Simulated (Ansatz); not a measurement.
An input for Ansatz 0.2.0 (MoSeS (2H monolayer)):

```yaml
crystal:
  lattice:
    - [3.1812611196, 0.0, 0.0]
    - [-1.5906305598, 2.7550529456, 0.0]
    - [0.0, 0.0, 29.6]
  atoms:
    - { symbol: Mo, position: [0.3333333333, 0.6666666667, 0.502891074] }
    - { symbol: S, position: [0.6666666667, 0.3333333333, 0.5542045158] }
    - { symbol: Se, position: [0.6666666667, 0.3333333333, 0.4457954842] }
  periodic: [true, true, false]
kpoints:
  mp_grid: { grid: [9, 9, 1] }
  band_path:
    path: [[0.0, 0.0, 0.0], [0.5, 0.0, 0.0], [0.3333333333, 0.3333333333, 0.0]]
    npoints: 1
hamiltonian:
  xc: hse06
  pseudopotentials: { kind: paw, azcp: { folder: soft_1 } }
scf:
  occupations: { method: fixed }
  n_extra_bands: 5
output:
  eigenvalues: true
  write_density: true
  write_potential: true
  elf: true
  volumetric_format: npy
```

```sh
ansatz run input.yaml --threads 2 --pin off --max-ram 92160MiB --backend cuda --events-out ev --progress --plain --runs-dir out --devices 1 --max-vram 13GiB
```

**Question.** Estimate wall time and host memory on 1 × NVIDIA H100 80GB HBM3 (shared by 6 runs) with 2 threads of AMD EPYC 7R13 (Zen 3), shared host.

It took 23 s; on shared hardware allow 12 s to 46 s. Peak host memory was 1.6 GiB. The sizes that set the cost: 5079 plane waves a state, 12 irreducible k points and 18 SCF cycles.

Exact exchange couples every pair of k points and filled bands, so it costs far more than a semilocal run.

[Paths, hosts, dates, memory and timing lines, banners, echoed tables and standing remarks are left out of the program output.]

[Logs are printed without paths, hosts, clocks, repeated set-up lines and the standing remarks that a program may print on its own settings, such as how far it seeks lower states.]

[Runs of the session that timed out or met a known fault of the program may be left out.]

[Cells called generated may have been cut or substituted from an entry of the Crystallography Open Database or the Materials Project.]

[Hosts, paths, dates, database ids (printed as entryN), source tags and the programs' standing remarks are cut or masked in the printed files.]
